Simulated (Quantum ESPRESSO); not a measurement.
# FeGe: parallel and opposed starts, part 2 of 2

Does FeGe prefer parallel or opposed moments?

Quantum ESPRESSO 7.5; PBEsol; plane waves with GBRV 1.5 PBEsol potentials, no spin-orbit coupling.

So far, absolute magnetization (μB): step 2 (run 1, typed as ferro ++++) 5.55.

The database entry behind the starting cell differs from later determinations by our own check (about 0.2 % short), so it need not match the best structure at ambient conditions.

## 3. Run 2, typed as antiferro ++−−

pw.in reads:

```
&CONTROL
  calculation = 'scf'
  prefix = 'pwscf'
  outdir = './tmp'
  pseudo_dir = './pseudo'
  disk_io = 'nowf'
/
&SYSTEM
  ibrav = 0
  celldm(1) = 8
  nat = 8
  ntyp = 3
  ecutwfc = 40
  ecutrho = 280
  nbnd = 74
  occupations = 'smearing'
  smearing = 'fd'
  degauss = 0.00734986
  nspin = 2
  starting_magnetization(1) = 0.175
  starting_magnetization(2) = -0.175
  starting_magnetization(3) = 0
/
&ELECTRONS
  conv_thr = 1.6d-08
  electron_maxstep = 150
  mixing_beta = 0.3
/
ATOMIC_SPECIES
Fe1    55.8450 fe_pbesol_v1.5.uspp.F.UPF
Fe2    55.8450 fe_pbesol_v1.5.uspp.F.UPF
Ge     72.6300 ge_pbesol_v1.4.uspp.F.UPF
CELL_PARAMETERS alat
   1.1076157247963    0.0000000000000    0.0000000000000
   0.0000000000000    1.1076157247963    0.0000000000000
   0.0000000000000    0.0000000000000    1.1076157247963
ATOMIC_POSITIONS crystal
Fe1     0.1350000000    0.1350000000    0.1350000000
Fe1     0.3650000000    0.8650000000    0.6350000000
Fe2     0.6350000000    0.3650000000    0.8650000000
Fe2     0.8650000000    0.6350000000    0.3650000000
Ge      0.8420000000    0.8420000000    0.8420000000
Ge      0.6580000000    0.1580000000    0.3420000000
Ge      0.3420000000    0.6580000000    0.1580000000
Ge      0.1580000000    0.3420000000    0.6580000000
K_POINTS automatic
6 6 6 0 0 0
```

Command:

```bash
OMP_NUM_THREADS=1 mpirun -n 4 pw.x -nk 4 -in pw.in > pw.out
```

The program printed:

```text
[banner, memory and clock lines left out]
Program PWSCF v.7.5 starts

     Message from routine setup:
     using ibrav=0 with symmetry is DISCOURAGED, use correct ibrav instead

     bravais-lattice index     =            0
     lattice parameter (alat)  =       8.0000  a.u.
     unit-cell volume          =     695.7245 (a.u.)^3
     number of atoms/cell      =            8
     number of atomic types    =            3
     number of electrons       =       120.00
     number of Kohn-Sham states=           74
     kinetic-energy cutoff     =      40.0000  Ry
     charge density cutoff     =     280.0000  Ry
     scf convergence threshold =      1.6E-08
     mixing beta               =       0.3000
     number of iterations used =            8  plain     mixing
     Exchange-correlation= SLA  PW   PSX  PSC
                           (   1   4  10   8   0   0   0)

     celldm(1)=   8.000000  celldm(2)=   0.000000  celldm(3)=   0.000000
     celldm(4)=   0.000000  celldm(5)=   0.000000  celldm(6)=   0.000000

     crystal axes: (cart. coord. in units of alat)
               a(1) = (   1.107616   0.000000   0.000000 )
               a(2) = (   0.000000   1.107616   0.000000 )
               a(3) = (   0.000000   0.000000   1.107616 )

     reciprocal axes: (cart. coord. in units 2 pi/alat)
               b(1) = (  0.902840  0.000000  0.000000 )
               b(2) = (  0.000000  0.902840  0.000000 )
               b(3) = (  0.000000  0.000000  0.902840 )

     PseudoPot. # 1 for Fe read from file:
     fe_pbesol_v1.5.uspp.F.UPF
     Pseudo is Ultrasoft + core correction, Zval = 16.0

     PseudoPot. # 2 for Fe read from file:
     fe_pbesol_v1.5.uspp.F.UPF
     Pseudo is Ultrasoft + core correction, Zval = 16.0

     PseudoPot. # 3 for Ge read from file:
     ge_pbesol_v1.4.uspp.F.UPF
     Pseudo is Ultrasoft + core correction, Zval = 14.0

     atomic species   valence    mass     pseudopotential
     Fe1              16.00    55.84500     Fe( 1.00)
     Fe2              16.00    55.84500     Fe( 1.00)
     Ge               14.00    72.63000     Ge( 1.00)

     Starting magnetic structure
     atomic species   magnetization
     Fe1             0.175
     Fe2            -0.175
     Ge              0.000

      2 Sym. Ops. (no inversion) found ( 1 have fractional translation)

   Cartesian axes

     site n.     atom                  positions (alat units)
         1        Fe1    tau(   1) = (   0.1495281   0.1495281   0.1495281  )
         2        Fe1    tau(   2) = (   0.4042797   0.9580876   0.7033360  )
         3        Fe2    tau(   3) = (   0.7033360   0.4042797   0.9580876  )
         4        Fe2    tau(   4) = (   0.9580876   0.7033360   0.4042797  )
         5        Ge     tau(   5) = (   0.9326124   0.9326124   0.9326124  )
         6        Ge     tau(   6) = (   0.7288111   0.1750033   0.3788046  )
         7        Ge     tau(   7) = (   0.3788046   0.7288111   0.1750033  )
         8        Ge     tau(   8) = (   0.1750033   0.3788046   0.7288111  )

     number of k points=    80  Fermi-Dirac smearing, width (Ry)=  0.0073
                       cart. coord. in units 2pi/alat
        k(    1) = (   0.0000000   0.0000000   0.0000000), wk =   0.0046296
        k(    2) = (   0.0000000   0.0000000   0.1504734), wk =   0.0092593
        k(    3) = (   0.0000000   0.0000000   0.3009467), wk =   0.0092593
        k(    4) = (   0.0000000   0.0000000  -0.4514201), wk =   0.0046296
        k(    5) = (   0.0000000   0.1504734   0.1504734), wk =   0.0185185
        [... 75 further k-points ...]

     Dense  grid:    54963 G-vectors     FFT dimensions: (  48,  48,  48)

     Smooth grid:    23847 G-vectors     FFT dimensions: (  36,  36,  36)

     Check: negative core charge=   -0.000031
     Generating pointlists ...
     new r_m :   0.2319 (alat units)  1.8549 (a.u.) for type    1
     new r_m :   0.2319 (alat units)  1.8549 (a.u.) for type    2
     new r_m :   0.2319 (alat units)  1.8549 (a.u.) for type    3

     Initial potential from superposition of free atoms

     starting charge     115.9967, renormalised to     120.0000
     Starting wfcs are   88 randomized atomic wfcs

     Self-consistent Calculation

     iteration #  1     ecut=    40.00 Ry     beta= 0.30
     Davidson diagonalization with overlap
     ethr =  1.00E-02,  avg # of iterations =  2.0

     total energy              =   -1853.38866938 Ry
     estimated scf accuracy    <       3.24188270 Ry

     total magnetization       =     0.00 Bohr mag/cell
     absolute magnetization    =     7.16 Bohr mag/cell

     iteration #  2     ecut=    40.00 Ry     beta= 0.30
     Davidson diagonalization with overlap
     ethr =  2.70E-03,  avg # of iterations =  2.0

     total energy              =   -1853.46378555 Ry
     estimated scf accuracy    <       1.22192088 Ry

     total magnetization       =     0.00 Bohr mag/cell
     absolute magnetization    =     7.90 Bohr mag/cell

     [... further iterations left out ...]

     iteration # 17     ecut=    40.00 Ry     beta= 0.30
     Davidson diagonalization with overlap
     ethr =  9.89E-11,  avg # of iterations =  3.9

     total energy              =   -1853.63860302 Ry
     estimated scf accuracy    <       0.00000002 Ry

     total magnetization       =    -0.00 Bohr mag/cell
     absolute magnetization    =     4.09 Bohr mag/cell

     iteration # 18     ecut=    40.00 Ry     beta= 0.30
     Davidson diagonalization with overlap
     ethr =  1.53E-11,  avg # of iterations =  3.9

     Magnetic moment per site  (integrated on atomic sphere of radius R)
     atom   1 (R=0.232)  charge= 14.2651  magn=  0.9242
     atom   2 (R=0.232)  charge= 14.2651  magn=  0.9242
     atom   3 (R=0.232)  charge= 14.2651  magn= -0.9261
     atom   4 (R=0.232)  charge= 14.2651  magn= -0.9261
     atom   5 (R=0.232)  charge= 11.6840  magn=  0.0029
     atom   6 (R=0.232)  charge= 11.6840  magn=  0.0029
     atom   7 (R=0.232)  charge= 11.6840  magn= -0.0028
     atom   8 (R=0.232)  charge= 11.6840  magn= -0.0028

     End of self-consistent calculation

     Number of k-points >= 100: set verbosity='high' to print the bands.

     the Fermi energy is    16.3367 ev

!    total energy              =   -1853.63860319 Ry
     estimated scf accuracy    <          4.3E-09 Ry
     smearing contrib. (-TS)   =      -0.02133236 Ry
     internal energy E=F+TS    =   -1853.61727083 Ry

     The total energy is F=E-TS. E is the sum of the following terms:
     one-electron contribution =    -880.17442985 Ry
     hartree contribution      =     542.14648122 Ry
     xc contribution           =    -346.71619987 Ry
     ewald contribution        =   -1168.87312233 Ry

     total magnetization       =    -0.00 Bohr mag/cell
     absolute magnetization    =     4.09 Bohr mag/cell

     convergence has been achieved in  18 iterations
```

Run time: 4.5 min. Hardware: 4 MPI ranks of Arm Neoverse V2, shared host; peak memory 1 GiB; 18 min of CPU time.

Spin moment in the atom's sphere by atom:

| atom | spin moment in the atom's sphere (μB) |
| --- | --- |
| Fe1 | 0.924 |
| Fe2 | 0.924 |
| Fe3 | -0.926 |
| Fe4 | -0.926 |
| Ge5 | 0.003 |
| Ge6 | 0.003 |
| Ge7 | -0.003 |
| Ge8 | -0.003 |

Read from the output:

```
smearing term TS       : 0.2902 eV
magnetization          : 0 μB
absolute magnetization : 4.095 μB
final state            : antiferromagnetic
```

## 4. Run 3, typed as ferri +++−

Edit pw.in of step 3 so:

```diff
@@ -14,3 +14,3 @@
   ecutrho = 280
-  nbnd = 74
+  nbnd = 77
   occupations = 'smearing'
@@ -39,3 +39,3 @@
 Fe1     0.3650000000    0.8650000000    0.6350000000
-Fe2     0.6350000000    0.3650000000    0.8650000000
+Fe1     0.6350000000    0.3650000000    0.8650000000
 Fe2     0.8650000000    0.6350000000    0.3650000000
```

The program printed:

```text
     [... lines left out ...]
Program PWSCF v.7.5 starts
     [... lines left out ...]
     number of atoms/cell      =            8
     [... lines left out ...]
     number of electrons       =       120.00
     number of Kohn-Sham states=           77
     kinetic-energy cutoff     =      40.0000  Ry
     charge density cutoff     =     280.0000  Ry
     scf convergence threshold =      1.6E-08
     [... lines left out ...]
      3 Sym. Ops. (no inversion) found ( 2 have fractional translation)
     [... lines left out ...]
     number of k points=    40  Fermi-Dirac smearing, width (Ry)=  0.0073
     [... lines left out ...]
     iteration #150     ecut=    40.00 Ry     beta= 0.30
     [... lines left out ...]
     estimated scf accuracy    <       0.13317162 Ry
     total magnetization       =     1.61 Bohr mag/cell
     absolute magnetization    =     6.89 Bohr mag/cell
     [... lines left out ...]
     convergence NOT achieved after 150 iterations: stopping
[key lines of the parts left out:]
total energy              =   -1853.63165007 Ry
```

The job ended after 21 min (4 MPI ranks; peak memory 0.83 GiB).

Residual by cycle:

cycle, log10 residual and a bar from the least value:
```
        1        1.6 ##############################
       15       -2.0 
       28       -1.5 ####
       42       -0.4 #############
       55       -1.6 ###
       69        1.3 ###########################
       82       -1.0 ########
       96       -1.4 #####
      109       -0.7 ###########
      123       -0.7 ###########
      136       -0.4 #############
      150        0.3 ###################
```

The run stopped without converging, so none of its numbers is a property of the system.

After 150 cycles the residual stands at 1.8, against 0.69 at cycle 76 and a least value of 0.0068. The cap of 150 cycles in the input ended the loop.

## 5. Energies of the orders

An order is kept where moments of 0.15 μB or more survive with the typed signs; meshes match where a doubled cell samples the same k points as the first cell.

Orders:

| start | final state | typed order kept | energy over the lowest (meV a seeded atom) | largest site moment (μB) | net moment (μB a cell of the first run) | mesh matched | CPU time (s) |
| --- | --- | --- | --- | --- | --- | --- | --- |
| ferro ++++ | ferromagnetic | yes | 0 | 1.221 | 4.411 | yes | 277.6 |
| antiferro ++-- | antiferromagnetic | yes | 52.59 | 0.9261 | 0.003492 | yes | 1084 |

## 6. Outcome

```json
{"lowest state found": "ferromagnetic (from ferro ++++)", "largest site moment": "1.22 μB", "next state with moments": "antiferromagnetic, 52.6 meV a seeded atom higher"}
```

Only these 2 starts were compared; other wavevectors, canted and longer-period orders were not. 1 further start did not converge. Energies are free energies at an electronic temperature of 1160 K, which lowers moments and differences where the moments are itinerant.

[Logs and program files are shortened in this print: banners, set-up blocks, solver, clock and traceback lines can be left out without a mark of their own.]

[Logs are printed without paths, hosts, clocks, repeated set-up lines and the standing remarks that a program may print on its own settings, such as how far it seeks lower states.]

[Hosts, paths, dates, database ids (printed as entryN), source tags and the programs' standing remarks are cut or masked in the printed files.]

[Where a cell is said to come from a database of computed structures, the database is the Materials Project.]
